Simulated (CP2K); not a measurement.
Two runs for the C K edge of trimethylphosphine. Run A: CP2K XAS_TDP, all-electron GAPW, PBEh(45%), aug-cc-pVDZ, TDA, no relativity. Run B differs in one setting.

First lines with a strength over 0.0015. A:

| atom | energy (eV) | states | strength, one atom |
| --- | --- | --- | --- |
| C1 (bonded to P and 3 H), 3 alike | 283.67 | 1 | 0.0056 |
|  | 284.20 | 1 | 0.0197 |
|  | 284.37 | 1 | 0.0175 |
|  | 284.45 | 1 | 0.0184 |
|  | 284.97 | 1 | 0.0045 |

B:

| atom | energy (eV) | states | strength, one atom |
| --- | --- | --- | --- |
| C1 (bonded to P and 3 H), 3 alike | 289.53 | 1 | 0.0055 |
|  | 290.06 | 1 | 0.0193 |
|  | 290.22 | 1 | 0.0172 |
|  | 290.31 | 1 | 0.0180 |
|  | 290.82 | 1 | 0.0044 |

Which was it: the basis, scalar relativity switched on, GW2X switched on, the functional?

GW2X switched on. GW2X shifts an atom's lines together and keeps their spacings. Against PBEh(45%) in aug-cc-pVDZ, the leading line moves by +5.86 eV, to 290.06 eV.

[Hosts, paths, dates, database ids (printed as entryN), source tags and the programs' standing remarks are cut or masked in the printed files.]
